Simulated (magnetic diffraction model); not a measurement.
**NdCo₉B₄: the ordered moment from one line**

Space group I4/mcm (no. 140), a = 7.2390 Å, c = 10.6990 Å.

| site | atom | x | y | z |
| --- | --- | --- | --- | --- |
| 4a | Nd | 0 | 0 | 1/4 |
| 4d | Co | 0 | 1/2 | 0 |
| 16l | Co | 0.3875 | 0.1125 | 0.1793 |
| 16k | Co | 0.4433 | 0.3070 | 0 |
| 16l | B | 0.8216 | 0.6784 | 0.1246 |

This is a made-up structure (elements placed in a structure type, unrelaxed), so the numbers test the method and describe no known phase.

Only Nd is taken to order (form factors of Nd3+); orders and moment sizes are assumed, and not adapted to the symmetry. Radiation: neutrons of λ = 2.41 Å (absorption by B left out), 2° to 75°; isotropic B of 0.19 Å² (Nd), 0.2 Å² (Co) and 0.26 Å² (B). The intensities are simulated: I ∝ L Σ (|F_N|² + |F_M⊥|²) for unpolarised neutrons, with F_M = 2.695 fm/μB × Σ f(s) S exp(2πi Q·r) exp(−B s²) at Q = H ± k (one set where k and −k are equivalent), only the part normal to Q counting and L = 1/(sin²θ cos θ). For a modulated order the moment at position r is S exp(−2πi k·r) + c.c., with S = m/2 for a sine wave of amplitude m and S = m(u + iv)/2 for moments turning in a plane, u and v being orthogonal unit vectors in it; the phase factor of the sum at Q = H + k is then exp(2πi H·r). Form factors are spin-only for 3d ions and dipole or tabulated for f ions, scattering lengths are Sears's of 1992, and absorption is left out. A label names one of the reflections at its angle. The strongest nuclear line in the range is 100, and lines under 0.2 are left out.

In a first state the assumed order is k = (1/5 0 0), moments turning in the plane of [010] and [001], 2.3 μB on Nd; signs + at (0, 0, 1/4), − at (1/2, 1/2, 1/4), with this pattern:

```csv
2θ (°),index,nuclear,magnetic
20.09,(4/5 0 1),0.0,12.4
23.51,(1/5 1 1),0.0,11.7
26.04,(0 0 2),0.5,0.0
26.51,(6/5 0 1),0.0,7.9
27.23,(1 1 0),0.8,0.0
38.03,(1 1 2),5.4,0.0
38.89,(2 0 0),0.5,0.0
42.30,(9/5 1 1),0.0,5.9
42.59,(4/5 0 3),0.0,2.0
44.15,(4/5 2 1),0.0,3.6
44.44,(1/5 1 3),0.0,3.2
45.77,(2 1 1),25.0,0.0
46.22,(6/5 0 3),0.0,1.9
47.40,(2 0 2),13.0,0.0
47.69,(6/5 2 1),0.0,3.4
49.38,(11/5 1 1),0.0,4.6
```
(The table stops after 16 lines; 22 more lie at higher angle.)

**Question.** Nearer the ordering temperature the line at 20.09° has total intensity 6.1 on the same scale, and all moments have shrunk alike. How large is the Nd moment?

The nuclear part, 0.0, stays, so the magnetic part is 6.1 against 12.4. It goes as m², so m = 2.3 × √(6.1/12.4) = 1.61 μB; the value used was 1.61 μB.

[Logs are printed without paths, hosts, clocks, repeated set-up lines and the standing remarks that a program may print on its own settings, such as how far it seeks lower states.]
